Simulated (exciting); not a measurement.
# Se K-edge absorption of ZnSe (Stilleite), all-electron BSE, part 2 of 2

How far do the exchange and direct terms reshape the Se K edge of ZnSe (Stilleite)?

exciting sodium; X-ray absorption, core-level Bethe-Salpeter equation, exchange and statically screened direct term, Tamm-Dancoff, all-electron LAPW+lo PBE.

So far. Step 3 (A richer basis for the empty states): Against the first ground state the total energy moves by -11 meV an atom and the gap by 0.00 eV.

### 4. Screening, kernels and BSE for Se atom 1

The absorber has 4 Zn at 2.45 Å (tetrahedral, site symmetry -43m).

The input, input.xml:

```
<input>
  <title>ZnSe</title>
  <structure speciespath="." autormt="false" epslat="1.0e-5">
    <crystal>
      <basevect>0.0000000000 5.3551058910 5.3551058910</basevect>
      <basevect>5.3551058910 0.0000000000 5.3551058910</basevect>
      <basevect>5.3551058910 5.3551058910 0.0000000000</basevect>
    </crystal>
    <species speciesfile="Se.xml" rmt="2.240">
      <atom coord="0.7500000000 0.7500000000 0.7500000000"/>
    </species>
    <species speciesfile="Zn.xml" rmt="2.259">
      <atom coord="0.0000000000 0.0000000000 0.0000000000"/>
    </species>
  </structure>
  <groundstate do="skip" xctype="GGA_PBE" ngridk="4 4 4" rgkmax="7" gmaxvr="14" nempty="8" swidth="0.001" maxscl="100" epsengy="1e-5"/>
  <xs xstype="BSE" ngridk="5 5 5" ngridq="5 5 5" vkloff="0.097 0.273 0.493" rgkmax="7" nempty="22" gqmax="3" lmaxapwwf="5" lmaxemat="2" broad="0.04300" tevout="true">
    <energywindow intv="458.776 460.393" points="439"/>
    <screening screentype="full" nempty="40"/>
    <BSE xas="true" xasspecies="1" xasatom="1" xasedge="K" bsetype="singlet" nstlxas="1 18"/>
    <qpointset>
      <qpoint>0 0 0</qpoint>
    </qpointset>
    <plan>
      <doonly task="xsgeneigvec"/>
      <doonly task="writepmatxs"/>
      <doonly task="scrgeneigvec"/>
      <doonly task="scrwritepmat"/>
      <doonly task="screen"/>
      <doonly task="scrcoulint"/>
      <doonly task="exccoulint"/>
    </plan>
  </xs>
</input>
```

The input, input.xml for the last start (plan only):

```
  <plan>
    <doonly task="bse"/>
  </plan>
```

Launch:

```sh
> OMP_NUM_THREADS=1 mpirun -n 4 exciting
> OMP_NUM_THREADS=4 exciting
```

Numbers of over 12 decimals in the logs are rounded to 6 here.

The log of the run:

```text
| EXCITING SODIUM started for task xsgeneigvec ( 301)                          =
One-shot GS runs for BSE calculations
One-shot GS runs for k+qmt/2 grids
Info(xsgeneigvec): Generating eigenvectors for Q-point      1
Info(xsgeneigvec): Generation of eigenvectors finished
| EXCITING SODIUM started for task writepmatxs ( 320)                          =
Info(writepmatxs): Momentum matrix elements finished
| EXCITING SODIUM started for task scrgeneigvec ( 401)                         =
One-shot GS runs for BSE calculations
One-shot GS runs for k+qmt/2 grids
Info(xsgeneigvec): Generating eigenvectors for Q-point      1
Using screening GS parameters.
Info(xsgeneigvec): Generation of eigenvectors finished
| EXCITING SODIUM started for task scrwritepmat ( 420)                         =
Info(writepmatxs): Momentum matrix elements finished
Info(scrwritepmat): Momentum matrix elements for screening finished
| EXCITING SODIUM started for task screen ( 430)                               =
Info(screenlauncher): Calculating screening for unshifted q-grid.
Info(screenlauncher): Number of q points:      14
Info(screenlauncher): lowest (partially)  unoccupied state:     18
Info(screenlauncher): highest (partially) occupied state  :     17
Info(screenlauncher): number of occupied states considered:   17
Info(screenlauncher): number of unoccupied states considered:   41
Info(screenlauncher): Starting loop over q-points
Info(screenlauncher): Screening for unshifted q-grid finished
Info(screenlauncher): Screening finished
| EXCITING SODIUM started for task scrcoulint ( 440)                           =
Info(scrcoulintlauncher): Setting up screened Coulomb interaction matrix W.
Info(scrcoulintlauncher): Using momentum transfer vectors from list :   1 to  1
Info(scrcoulintlauncher): Calculating screened Coulomb interaction matrix W
Info(scrcoulintlauncher): Momentum transfer list index: iqmt=  1
Info(scrcoulintlauncher): Momentum transfer: vqmtl=   0.000   0.000   0.000
Info(scrcoulintlauncher): Calculating RR block of W
Info(scrcoulint): Inspecting occupations...
Info(setranges_modxs): Number of non-reduced k-points:      125
Info(setranges_modxs): Number of states considered:       40
Info(setranges_modxs): Number of (partially) occupied states:       18
Info(setranges_modxs): Highest (partially) occupied states:       17
Info(setranges_modxs): Number of (partially) unoccupied states:       23
Info(setranges_modxs): Lowest (partially) unoccupied states:       18
Info(scrcoulint): Selecting transitions...
Info(select_transitions): Inspecting transitions in the  band interval:
  lowest occupied state:   1
  highest occupied state:   2
  lowest unoccupied state:  18
  highest unoccupied state:  35
  Opening gap with a scissor of:      0.000/H      0.000/eV
Info(select_transitions): Number of participating transitions:    4500
Info(scrcoulint): Size of file SCCLI will be about     0.152081 GB
Info(scrcoulint): Using q-grid
Info(scrcoulint): Number of reduced q-points:     14
Info(scrcoulint): Number of non-reduced q-points:    125
Info(scrcoulint): Calculating W(G1,G2,qr) fourier coefficients
Info(scrcoulint): Calculating W matrix elements
Info(scrcoulintlauncher): Screened coulomb interaction finished for iqmt=   1
| EXCITING SODIUM started for task exccoulint ( 441)                           =
Info(exccoulintlauncher): Setting up exchange interaction matrix V.
Info(exccoulintlauncher): Using momentum transfer vectors from list :   1 to  1
Info(exccoulintlauncher):Calculating exchange interaction matrix V
Info(exccoulintlauncher): Momentum transfer list index: iqmt=  1
Info(exccoulintlauncher): Momentum transfer: vqmtl=   0.000   0.000   0.000
Info(exccoulintlauncher): Calculating RR block of V
Info(exccoulint): Inspecting occupations...
Info(setranges_modxs): Number of non-reduced k-points:      125
Info(setranges_modxs): Number of states considered:       40
Info(setranges_modxs): Number of (partially) occupied states:       18
Info(setranges_modxs): Highest (partially) occupied states:       17
Info(setranges_modxs): Number of (partially) unoccupied states:       23
Info(setranges_modxs): Lowest (partially) unoccupied states:       18
Info(exccoulint): Selecting transitions...
Info(select_transitions): Inspecting transitions in the  band interval:
  lowest occupied state:   1
  highest occupied state:   2
  lowest unoccupied state:  18
  highest unoccupied state:  35
  Opening gap with a scissor of:      0.000/H      0.000/eV
Info(select_transitions): Number of participating transitions:    4500
Info(exccoulint): Size of file EXCLI will be about     0.152081 GB
Info(exccoulint): Generating plane wave matrix elements for momentum transfer iqmt=   1
  Timing (in seconds)	   :     350.473
Info(exccoulint): Generating V matrix elements
Info(exccoulint): Zeroing Coulomb potential at G+qmt index:  1
Info(exccoulintlauncher): Exchange interaction finished for iqmt=   1
| EXCITING SODIUM started for task bse ( 445)                                  =
Info(bselauncher): Init time:    0.529470
Info(bselauncher): Setting up and diagonalizing BSE Hamiltonian.
Info(bselauncher): Using momentum transfer vectors from list :   1 to  1
Info(bselauncher): Distributing qmt-points over   1 processes.
Info(bselauncher): BSE type: singlet
Info(bselauncher): Momentum transfer list index: iqmt=  1
Info(bselauncher): Momentum transfer: vqmtl=   0.000   0.000   0.000
Info(bse): Inspecting occupations...
Info(setranges_modxs): Number of non-reduced k-points:      125
Info(setranges_modxs): Number of states considered:       40
Info(setranges_modxs): Number of (partially) occupied states:       18
Info(setranges_modxs): Highest (partially) occupied states:       17
Info(setranges_modxs): Number of (partially) unoccupied states:       23
Info(setranges_modxs): Lowest (partially) unoccupied states:       18
Info(select_transitions): Inspecting transitions in the  band interval:
  lowest occupied state:   1
  highest occupied state:   2
  lowest unoccupied state:  18
  highest unoccupied state:  35
  Opening gap with a scissor of:      0.000/H      0.000/eV
Info(select_transitions): Number of participating transitions:    4500
Info(bse): Selecting transitions...
Info(bse):bsegap (eV): 12496.617592
Info(bse): Assembling BSE matrix
  RR/RA blocks of global BSE-Hamiltonian:
  Size of the Hamiltonian:    4500
  Number of k-points:     125
  Distributing matrix to   1 processes
  Local matrix shape   4500 x  4500
Info(bse): max local RAM needed for BSE matrices ~     0.301749 GB
Info(setup_bse_block): Setting up RR part of hamiltonian
Info(setup_bse_block): Singlet spin state
Info(bse): Diagonalizing RR Hamiltonian (TDA)
Info(bse): Invoking Lapack routine ZHEEVR
      4500 eigen solutions found in the interval:
         i1=       1 i2=    4500
Info(bse): Writing excition energies and oscillator strengths to text file.
Info(makespectrum_dist): Making spectrum using formula for coupling with time reversed AR basis.
Info(makespectrum_dist): Using formalism for vanishing momentum transfer.
Info(writederived): Writing quantities derived from the macroscopic dielectric function.
Info(bselauncher): Spectrum finished for iqmt=  1
Info(bselauncher): All done for BSE type singlet
```

Run time: 13 min. Hardware: 4 MPI ranks of Arm Neoverse V2, shared host.

Wall time by task: xsgeneigvec 4 s, writepmatxs 7.2 s, scrgeneigvec 2.6 s, scrwritepmat 1.6 s, screen 2 min, scrcoulint 4.6 min, exccoulint 5.9 min, bse 34 s.

The Se K spectrum of Se atom 1 (energy from the Kohn–Sham onset, core level to the lowest empty state found on the meshes used, 12495.93 eV; the ground-state mesh sets it, and the shifted mesh has its lowest transition 0.68 eV above it; Im ε scaled to the maximum of the singlet run; cut below the end of the band set):

```
E (eV)  Im ε
  -8.5  0.03
  -8.0  0.03
  -7.5  0.03
  -7.0  0.03
  -6.5  0.04
  -6.0  0.04
  -5.5  0.05
  -5.0  0.05
  -4.5  0.06
  -4.0  0.07
  -3.5  0.08
  -3.0  0.09
  -2.5  0.11
  -2.0  0.14
  -1.5  0.17
  -1.0  0.22
  -0.5  0.30
   0.0  0.43
   0.5  0.61
   1.0  0.82
   1.5  0.97
   2.0  0.99
   2.5  0.95
   3.0  0.91
   3.5  0.90
   4.0  0.89
   4.5  0.87
   5.0  0.84
   5.5  0.82
   6.0  0.78
   6.5  0.74
   7.0  0.70
   7.5  0.65
   8.0  0.62
   8.5  0.58
   9.0  0.54
   9.5  0.47
  10.0  0.41
  10.5  0.38
  11.0  0.38
  11.5  0.39
  12.0  0.40
  12.5  0.42
  13.0  0.44
  13.5  0.45
  14.0  0.45
  14.5  0.45
  15.0  0.45
  15.5  0.45
  16.0  0.45
  16.5  0.45
  17.0  0.44
  17.5  0.41
  18.0  0.39
  18.5  0.37
  19.0  0.35
  19.5  0.34
  20.0  0.34
```

Maxima (height): 1.8 eV (1.00) and 16.1 eV (0.45).

The Hamiltonian has 4500 rows. The lowest groups of eigenvalues and the brightest ones, on the scale above (the program counts from the shifted mesh's onset, 0.68 eV higher). Core spinors bring spin-forbidden partners, so dark means forbidden by spin or by symmetry, and the shifted mesh splits states that symmetry would keep together:

```
energy (eV)  states within 10 meV  relative strength
      0.295                     2               0.12
      0.676                     2               0.14
      0.908                     2               0.41
      1.051                     2               0.69
      1.130                     2               0.64
      1.197                     2               1.00
      1.241                     2               0.72
      1.703                     2               0.61
      3.548                     4               0.88
      3.679                     2               0.75
```

### 5. Independent particles

input.xml: that of step 4 with these lines changed.

```diff
@@ -19,3 +19,3 @@
     <screening screentype="full" nempty="40"/>
-    <BSE xas="true" xasspecies="1" xasatom="1" xasedge="K" bsetype="singlet" nstlxas="1 18"/>
+    <BSE xas="true" xasspecies="1" xasatom="1" xasedge="K" bsetype="IP" nstlxas="1 18"/>
     <qpointset>
@@ -24,9 +24,3 @@
     <plan>
-      <doonly task="xsgeneigvec"/>
-      <doonly task="writepmatxs"/>
-      <doonly task="scrgeneigvec"/>
-      <doonly task="scrwritepmat"/>
-      <doonly task="screen"/>
-      <doonly task="scrcoulint"/>
-      <doonly task="exccoulint"/>
+      <doonly task="bse"/>
     </plan>
```

Launch:

```sh
> OMP_NUM_THREADS=4 exciting
```

The log of the run:

```text
| EXCITING SODIUM started for task bse ( 445)                                  =
Info(bselauncher): Init time:    0.529739
Info(bselauncher): Setting up and diagonalizing BSE Hamiltonian.
Info(bselauncher): Using momentum transfer vectors from list :   1 to  1
Info(bselauncher): Distributing qmt-points over   1 processes.
Info(bselauncher): BSE type: IP
Info(bselauncher): Momentum transfer list index: iqmt=  1
Info(bselauncher): Momentum transfer: vqmtl=   0.000   0.000   0.000
Info(bse): Inspecting occupations...
Info(setranges_modxs): Number of non-reduced k-points:      125
[...]
highest unoccupied state:  35
  Opening gap with a scissor of:      0.000/H      0.000/eV
Info(select_transitions): Number of participating transitions:    4500
Info(bse): Selecting transitions...
Info(bse):bsegap (eV): 12496.617592
Info(bse): IP requested, nothing much to do
Info(bse): Writing excition energies and oscillator strengths to text file.
Info(makespectrum_dist): Making spectrum using formula for coupling with time reversed AR basis.
Info(makespectrum_dist): Using formalism for vanishing momentum transfer.
Info(writederived): Writing quantities derived from the macroscopic dielectric function.
Info(bselauncher): Spectrum finished for iqmt=  1
Info(bselauncher): All done for BSE type IP
```

Elapsed: 1.5 s, on 4 threads.

Maxima (height): 6.8 eV (0.75) and 17.4 eV (0.55). Against the singlet run the r.m.s. difference is 37 %. Moving the earlier curve by +2.3 eV leaves 19 %. The highest maximum lies at 6.8 eV (0.75), against 1.8 eV (1.00).

### 6. Exchange alone

input.xml: that of step 5 with these lines changed.

```diff
@@ -19,3 +19,3 @@
     <screening screentype="full" nempty="40"/>
-    <BSE xas="true" xasspecies="1" xasatom="1" xasedge="K" bsetype="IP" nstlxas="1 18"/>
+    <BSE xas="true" xasspecies="1" xasatom="1" xasedge="K" bsetype="RPA" nstlxas="1 18"/>
     <qpointset>
```

Launch:

```sh
> OMP_NUM_THREADS=4 exciting
```

The log of the run:

```text
| EXCITING SODIUM started for task bse ( 445)                                  =
Info(bselauncher): Init time:    0.527485
Info(bselauncher): Setting up and diagonalizing BSE Hamiltonian.
Info(bselauncher): Using momentum transfer vectors from list :   1 to  1
Info(bselauncher): Distributing qmt-points over   1 processes.
Info(bselauncher): BSE type: RPA
Info(bselauncher): Momentum transfer list index: iqmt=  1
Info(bselauncher): Momentum transfer: vqmtl=   0.000   0.000   0.000
Info(bse): Inspecting occupations...
Info(setranges_modxs): Number of non-reduced k-points:      125
[...]
Info(setup_bse_block): Setting up RR part of hamiltonian
Info(setup_bse_block): Using RPA approximation
Info(bse): Diagonalizing RR Hamiltonian (TDA)
Info(bse): Invoking Lapack routine ZHEEVR
      4500 eigen solutions found in the interval:
         i1=       1 i2=    4500
Info(bse): Writing excition energies and oscillator strengths to text file.
Info(makespectrum_dist): Making spectrum using formula for coupling with time reversed AR basis.
Info(makespectrum_dist): Using formalism for vanishing momentum transfer.
Info(writederived): Writing quantities derived from the macroscopic dielectric function.
Info(bselauncher): Spectrum finished for iqmt=  1
Info(bselauncher): All done for BSE type RPA
```

Elapsed: 34 s, on 4 threads.

Maxima (height): 6.8 eV (0.75) and 17.4 eV (0.55). The spectrum is that of the independent-particle run within 1 %.

### 7. From independent particles to the full kernel

```
  level  curve passes 0.15 (eV)  highest maximum (eV)  its height
     IP                     0.2                   6.8        0.75
    RPA                     0.2                   6.8        0.75
singlet                    -1.7                   1.8        1.00
```

```
E (eV)    IP   RPA  singlet
  -8.0  0.02  0.02     0.03
  -7.0  0.02  0.02     0.03
  -6.0  0.03  0.03     0.04
  -5.0  0.03  0.03     0.05
  -4.0  0.04  0.04     0.07
  -3.0  0.05  0.05     0.09
  -2.0  0.06  0.06     0.14
  -1.0  0.09  0.09     0.22
   0.0  0.14  0.14     0.43
   1.0  0.24  0.24     0.82
   2.0  0.43  0.43     0.99
   3.0  0.59  0.59     0.91
   4.0  0.65  0.65     0.89
   5.0  0.71  0.71     0.84
   6.0  0.75  0.75     0.78
   7.0  0.75  0.75     0.70
   8.0  0.72  0.72     0.62
   9.0  0.71  0.71     0.54
  10.0  0.60  0.60     0.41
  11.0  0.47  0.47     0.38
  12.0  0.44  0.44     0.40
  13.0  0.47  0.47     0.44
  14.0  0.49  0.49     0.45
  15.0  0.49  0.49     0.45
  16.0  0.51  0.51     0.45
  17.0  0.55  0.55     0.44
  18.0  0.54  0.54     0.39
  19.0  0.49  0.49     0.35
  20.0  0.46  0.46     0.34
```

### 8. What came out

* absorber and edge: Se K, atom 1
* surroundings: 4 Zn at 2.45 Å (tetrahedral, site symmetry -43m)
* first bright state: 0.29 eV from the Kohn–Sham onset, on this mesh
* highest maximum: 1.8 eV
* cost of the BSE run: 13 min on 4 MPI ranks of Arm Neoverse V2, shared host; the last task ran on as many threads

What this shows: Is a core exciton bound? Undecided on this mesh: the first bright state (over 5 % of the brightest) lies at 0.29 eV from the Kohn–Sham onset and at -0.39 eV from the lowest bare transition of its own mesh. Exchange alone changes the independent-particle spectrum by 0.0 % r.m.s. With 125 k points the binding energies are rough. Exchange and the short-range direct term aren't converged in the kernel cutoff. The zero comes from the unshifted 4×4×4 ground-state mesh; it is exact only where the band minimum lies on that mesh. The Kohn–Sham onset, 12496 eV, is no photon energy (tabulated edge of the element: 12658 eV): the scale needs a rigid shift. Bands and screening come from semilocal DFT, whose small gap overscreens. Vibrations and energy-dependent lifetimes are left out. The structure is a published determination, not relaxed.

[Banner, clock and machine lines of the logs are left out without a mark of their own.]

[Logs are printed without paths, hosts, clocks, repeated set-up lines and the standing remarks that a program may print on its own settings, such as how far it seeks lower states.]

[Hosts, paths, dates, database ids (printed as entryN), source tags and the programs' standing remarks are cut or masked in the printed files.]
